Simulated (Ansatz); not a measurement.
# Quasiparticle gap of LaGaO3 (R-3c), part 3 of 3

How far does one-shot GW move the r2SCAN gap of LaGaO3 (R-3c)?

Ansatz 0.2.0; r2SCAN, then G0W0 on it, plane waves, PAW. Known limits of the many-body steps: finite bands, screening cutoff and k mesh; no spin-orbit coupling in G0W0; d shells not analysed.

So far. Step 2 (Bands along the symmetry lines): Over mesh and path the gap is 4.376 eV, from k = (0.338, -0.338, 0.000) to k = Γ. The least direct gap found is 4.523 eV, at k = Γ. Step 3 (The quasiparticle correction): Over all 13 irreducible mesh points the G0W0 gap is 5.742 eV, from k = (0.000, -0.500, -0.500) to k = Γ. The r2SCAN gap of this run on the mesh is 4.369 eV. The two states that bound the G0W0 gap lie that far apart at the start, so the correction of the gap is 5.742 − 4.369 = +1.373 eV.

In doubt: masses and optical values from hybrid runs of this build are listed as unsure (in some of the runs), which bears on the screening that GW takes from such a start.

### Step 4. Spin-orbit coupling in r2SCAN

This run has two-component orbitals with spin-orbit coupling.

This step: DFT, r2SCAN with spin-orbit coupling, plane waves, PAW; PAW set soft_1.

input.yaml

```yaml
crystal:
  lattice:
    - [2.77145, 1.6000974035, 4.4776]
    - [-2.77145, 1.6000974035, 4.4776]
    - [0.0, -3.2001948071, 4.4776]
  atoms:
    - { symbol: La, position: [0.25, 0.25, 0.25] }
    - { symbol: La, position: [0.75, 0.75, 0.75] }
    - { symbol: Ga, position: [0.0, 0.0, 0.0] }
    - { symbol: Ga, position: [0.5, 0.5, 0.5] }
    - { symbol: O, position: [0.8048, 0.6952, 0.25] }
    - { symbol: O, position: [0.25, 0.8048, 0.6952] }
    - { symbol: O, position: [0.6952, 0.25, 0.8048] }
    - { symbol: O, position: [0.1952, 0.3048, 0.75] }
    - { symbol: O, position: [0.75, 0.1952, 0.3048] }
    - { symbol: O, position: [0.3048, 0.75, 0.1952] }
kpoints:
  mp_grid: { grid: [6, 6, 6] }
  band_path:
    path:
      - [0.0, 0.0, 0.0]
      - [0.5, 0.5, 0.5]
      - [0.74819777, 0.25180223, 0.5]
      - [0.5, -0.25180223, 0.25180223]
      - [0.5, 0.0, 0.0]
      - [0.37590111, -0.37590111, 0.0]
      - [0.62409889, 0.0, 0.37590111]
      - [0.5, 0.0, 0.5]
      - [0.338310999, -0.338310999, 0.0]
    npoints: 1
hamiltonian:
  xc: r2scan
  pseudopotentials: { kind: paw_fr, azcp: { folder: soft_1 } }
scf:
  occupations: { method: fixed }
  n_extra_bands: 14
magnetization:
  noncollinear: true
  spin_orbit: true
output:
  eigenvalues: true
  write_density: true
  write_potential: true
  elf: true
  volumetric_format: npy
```

Launch:

```bash
> ansatz run input.yaml --threads 4 --pin off --max-ram 138240MiB --backend cuda --events-out ev --progress --plain --runs-dir out --devices 1 --max-vram 26GiB
```

Numbers of over 12 decimals in the logs are rounded to 6 here.

The log of the run:

```text
[...]
GPUs: using 1 of 1 available (devices: 1).
[...]
non-collinear run that drives no moment, with spin-orbit: no starting moment large enough to seed its density (crystal.atoms[].spin), no starting occupations that ask for one, no magnetisation constraint and no magnetic field, so the semilocal B_xc is pinned to zero
[...]
GPU FFT provider: cuFFT
GPU libraries: cuBLAS 13.8.2, cuFFT 12.4.0, cuSOLVER 12.3.4
Crystal: 10 atoms, lattice volume = 119.138 Å³
Basis set: ecut = 500 eV, 3035 PW (Γ), exchange–correlation on 180×180×180 points (64 copies of the dense FFT grid, shifted against one another)
Bands: 98, of which v1, the nominal top of the filled ones, is band 84 counted from 1 (83 counted from 0)
Symmetry: 12 space group operations + 12 with time reversal
[...]
k-points: 32 of 216
Projection manifold: j_resolved (fully-relativistic pseudo-atomic orbitals)
[...]
GPU buffer pool allocated for 91125 grid points (all kernels)
[...]
SCF iter   1: F=—  HF=-23502.032718 eV  |F-HF|=—  |Δ(HF+E_count)|=         —  Δρ=8.00e-2  dr2=3.44e0  dr2_τ=7.98e-2  dr2_m=0.00e0 (ungated)  ethr=3.10e-3  |M|=0.00e0 ∫|m|=0.00e0 μB  |m|>n=0.0e0 m-floor=0.0e0 τ_xc=0.0e0  β_m=0.30  ⟨swp⟩=3.0  Hψ=7755  notcnv=0  defer=112
[...]
spin=Noncollinear: Resta preconditioning applied to the charge; magnetization (m_x, m_y, m_z) channels mix plain (no charge-response kernel on spin).
SCF iter   2: F=—  HF=-23502.511844 eV  |F-HF|=—  |Δ(HF+E_count)|=   4.79e-1  Δρ=5.79e-2  dr2=1.92e0  dr2_τ=1.05e-2  dr2_m=0.00e0 (ungated)  ethr=3.10e-3  |M|=0.00e0 ∫|m|=0.00e0 μB  |m|>n=0.0e0 m-floor=0.0e0 τ_xc=0.0e0  β_m=0.65  ⟨swp⟩=2.3  Hψ=2061  notcnv=0  defer=34
[...]
SCF iter   9: F=-23502.618670 eV  HF=-23502.618670 eV  |F-HF|=5.31e-10  |Δ(HF+E_count)|=   1.21e-7  Δρ=5.09e-6  dr2=2.77e-8  dr2_τ=5.31e-10  dr2_m=0.00e0 (ungated)  ethr=1.19e-10  |M|=0.00e0 ∫|m|=0.00e0 μB  |m|>n=0.0e0 m-floor=0.0e0 τ_xc=0.0e0  ⟨swp⟩=15.3  Hψ=7554  notcnv=0
SCF 1 converged in 9 iterations: F = -23502.618670 eV  dr2 = 2.77e-8
[...]
concurrent solve slots: 3 of 4 are kept, ahead of what memory takes: no pass of the eigensolver takes more rounds on 3
[...]
SCF converged after 9 iterations
Magnetization: |M| = 0.0000 μB,  M = (+0.0000, +0.0000, +0.0000) μB
Absolute magnetization: 0.0000 μB (∫|m|)
  site 0: m = (+0.0000, +0.0000, +0.0000) μB, |m| = 0.0000 μB  (R = 1.02 Å)
  site 1: m = (+0.0000, +0.0000, +0.0000) μB, |m| = 0.0000 μB  (R = 1.02 Å)
  site 2: m = (+0.0000, +0.0000, +0.0000) μB, |m| = 0.0000 μB  (R = 0.82 Å)
  site 3: m = (+0.0000, +0.0000, +0.0000) μB, |m| = 0.0000 μB  (R = 0.82 Å)
  site 4: m = (+0.0000, +0.0000, +0.0000) μB, |m| = 0.0000 μB  (R = 0.82 Å)
  site 5: m = (+0.0000, +0.0000, +0.0000) μB, |m| = 0.0000 μB  (R = 0.82 Å)
  site 6: m = (+0.0000, +0.0000, +0.0000) μB, |m| = 0.0000 μB  (R = 0.82 Å)
  site 7: m = (+0.0000, +0.0000, +0.0000) μB, |m| = 0.0000 μB  (R = 0.82 Å)
  site 8: m = (+0.0000, +0.0000, +0.0000) μB, |m| = 0.0000 μB  (R = 0.82 Å)
  site 9: m = (+0.0000, +0.0000, +0.0000) μB, |m| = 0.0000 μB  (R = 0.82 Å)
Free energy (F): -23502.618670 eV
[...]
Internal energy: -23502.618670 eV  (E = F + TS)
E sigma→0 (E₀):  -23502.618670 eV
Fermi energy:    10.724890 eV
[...]
--- Band table (eV; the first three rows and the last of 32) ---
  k-point 0: bands = [... 80 lower, 10.5545, 10.5545, 10.5951, 10.5951, 15.1019, 15.1019, 15.4540, 15.4540, ... 10 higher]
  k-point 1: bands = [... 80 lower, 10.4967, 10.4967, 10.5715, 10.5715, 15.4912, 15.4912, 15.5562, 15.5562, ... 10 higher]
  k-point 2: bands = [... 80 lower, 10.5406, 10.5406, 10.5785, 10.5785, 15.7076, 15.7076, 15.7355, 15.7355, ... 10 higher]
  k-point 31: bands = [... 80 lower, 10.2220, 10.2220, 10.2220, 10.2220, 15.8416, 15.8416, 15.8416, 15.8416, ... 10 higher]
```

It took 16 s on 1 × NVIDIA H100 80GB HBM3 (shared by 3 runs) with 4 threads of AMD EPYC 7R13 (Zen 3), shared host; peak memory 1.7 GiB.

This step gave:

```
gap                  : 4.377 eV
valence top at       : k = (0.338, -0.338, 0.000)
conduction bottom at : Γ
least direct gap     : 4.507 eV
```

Over mesh and listed points the gap is 4.377 eV, from k = (0.338, -0.338, 0.000) to k = Γ. The least direct gap found is 4.507 eV, at k = Γ. r2SCAN+SOC against r2SCAN: 4.377 − 4.376 = +0.001 eV, with the same mesh, set of files (read in its fully relativistic form for the spin-orbit run) and cutoff, and both edges at the same k points. The spin-orbit run sees mesh and listed points alone, so its gap is an upper bound: the coupling can move an edge off these points, and the change over the zone, its sign included where it is small, is not known.

### Step 5. The runs together

Each gap is the least one over the points named; times are wall times on shared hosts, not benchmarks. A G0W0 time includes the run's own self-consistent start. Runs with listed points see these and the mesh alone, so an edge that moves elsewhere is missed. Rows marked * are further runs, not shown as steps, whose inputs differ from the G0W0 step on the same start in the columns given; solver thresholds can differ too.

| level | mesh | files, cutoff | bands summed, screening | points | gap (eV) | valence top | conduction bottom | least direct gap (eV) | time |
| --- | --- | --- | --- | --- | --- | --- | --- | --- | --- |
| r2SCAN | 6×6×6 | soft_1 PAW, 500 eV | - | mesh and path | 4.376 | (0.338, -0.338, 0.000) | Γ | 4.523 | 11 s |
| r2SCAN+SOC | 6×6×6 | soft_1 PAW, 500 eV | - | mesh and listed points | 4.377 | (0.338, -0.338, 0.000) | Γ | 4.507 | 16 s |
| G0W0@r2SCAN* | 4×4×4 | hard PAW, 1300 eV | 362, 110 eV | all 13 irreducible mesh points | 5.605 | (0.000, -0.500, -0.500) | Γ | 5.711 | 69 s |
| G0W0@r2SCAN* | 4×4×4 | hard PAW, 1300 eV | 758, 190 eV | all 13 irreducible mesh points | 5.665 | (0.000, -0.500, -0.500) | Γ | 5.783 | 2 min |
| G0W0@r2SCAN* | 4×4×4 | hard PAW, 1300 eV | 1250, 270 eV | all 13 irreducible mesh points | 5.704 | (0.000, -0.500, -0.500) | Γ | 5.825 | 3.7 min |
| G0W0@r2SCAN | 4×4×4 | hard PAW, 1300 eV | 2053, 380 eV | all 13 irreducible mesh points | 5.742 | (0.000, -0.500, -0.500) | Γ | 5.865 | 7 min |
| G0W0@r2SCAN* | 6×6×6 | hard PAW, 1300 eV | 362, 110 eV | all 32 irreducible mesh points | 5.590 | (0.000, 0.333, -0.333) | Γ | 5.706 | 6.9 min |

### Step 6. Outcome

| Property | Result |
| --- | --- |
| r2SCAN gap over mesh and path | 4.376 eV, from k = (0.338, -0.338, 0.000) to k = Γ |
| G0W0@r2SCAN gap over all 13 irreducible mesh points | 5.742 eV, from k = (0.000, -0.500, -0.500) to k = Γ |
| r2SCAN+SOC gap over mesh and listed points | 4.377 eV |
| GW settings | 4×4×4 mesh, 2003 empty bands, screening to 380 eV, hard PAW files |
| known limits | finite bands, screening cutoff and k mesh; no spin-orbit coupling in G0W0; d shells not analysed |

Over all 13 irreducible mesh points the G0W0 gap is 5.742 eV, from k = (0.000, -0.500, -0.500) to k = Γ. The r2SCAN gap of this run on the mesh is 4.369 eV. The two states that bound the G0W0 gap lie that far apart at the start, so the correction of the gap is 5.742 − 4.369 = +1.373 eV. The valence state moves by 10.519 − 11.384 = −0.865 eV and the conduction state by 16.261 − 15.754 = +0.507 eV, on the run's own scale; with 362 bands the edge states move by −0.257 and +0.978 eV, so the split between the edges depends on the bands and cutoff. Over mesh and path, r2SCAN puts the valence top at k = (0.338, -0.338, 0.000), which is no corrected point. The start's gap on the mesh of the G0W0 run, 4.369 eV, is no wider than the 4.376 eV found there (the runs differ in mesh (6×6×6 and 4×4×4), files (soft_1 PAW and hard PAW) and plane-wave cutoff (500 eV and 1300 eV)), so it is not shown that this mesh misses an edge. Levels at other points were not corrected, so a lower G0W0 gap elsewhere in the zone is not ruled out. From 362 bands and 110 eV to 2053 bands and 380 eV the gap moves by 5.742 − 5.605 = +0.137 eV (rung by rung 5.605, 5.665, 5.704, 5.742 eV); bands and screening cutoff rise together, so their parts are not told apart. A line in one over the bands through the two highest rungs gives 5.742 + (5.742 − 5.704) × 1250 / (2053 − 1250) = 5.801 eV, and through the pair below 5.704 + (5.704 − 5.665) × 758 / (1250 − 758) = 5.764 eV. The two differ by 0.037 eV, not under the 0.030 eV asked, so the law does not hold well over these rungs and the limit is not known. With the 6×6×6 mesh in place of the 4×4×4 mesh and all else as in the G0W0@r2SCAN row with 362 bands, the gap differs by 5.590 − 5.605 = −0.015 eV, and that of the start by 4.363 − 4.369 = −0.006 eV; an edge lies at another k point, so this need not be the shift of one pair of states. G0W0 on other starts in this series, not shown as steps and not all at these settings: 6.167 eV on HSE06 (4×4×4, hard PAW, 758 bands, 190 eV) and 6.371 eV on PBE0 (4×4×4, hard PAW, 758 bands, 190 eV). r2SCAN+SOC against r2SCAN: 4.377 − 4.376 = +0.001 eV, with the same mesh, set of files (read in its fully relativistic form for the spin-orbit run) and cutoff, and both edges at the same k points. The spin-orbit run sees mesh and listed points alone, so its gap is an upper bound: the coupling can move an edge off these points, and the change over the zone, its sign included where it is small, is not known. What spin-orbit coupling does to the G0W0 levels was not computed, so no sum with the G0W0 gap is formed. For the G0W0 step: the program marks 32 of the 78 corrected levels as in doubt (energies apart), neither edge state among them. The G0W0 runs are scalar-relativistic. One-shot GW is known to converge slowly in bands for compounds with shallow d shells. The cell holds Ga; the filling of the d shell and its place against the gap were not analysed here. The cell holds La; where the f levels lie against the gap was not analysed here. G0W0 is shown with one set of atomic data (hard PAW), so the error from the files is not known here.

[Paths, hosts, dates, memory and timing lines, banners, echoed tables and standing remarks are left out of the program output.]

[Logs are printed without paths, hosts, clocks, repeated set-up lines and the standing remarks that a program may print on its own settings, such as how far it seeks lower states.]

[Runs of the session that timed out or met a known fault of the program may be left out.]

[Cells called generated may have been cut or substituted from an entry of the Crystallography Open Database or the Materials Project.]

[Hosts, paths, dates, database ids (printed as entryN), source tags and the programs' standing remarks are cut or masked in the printed files.]

[Where an RPA ε∞ is given, it is that of the G0W0 mesh and is not shown converged in it. Names of k-points follow the symmetry that the program found, which can be lower than the space group named. Band edges on a path are those of the sampled points; other points can move an edge, and change direct to indirect where valleys lie close.]

[Hybrid gaps are those of their k-mesh and are not shown converged in it.]
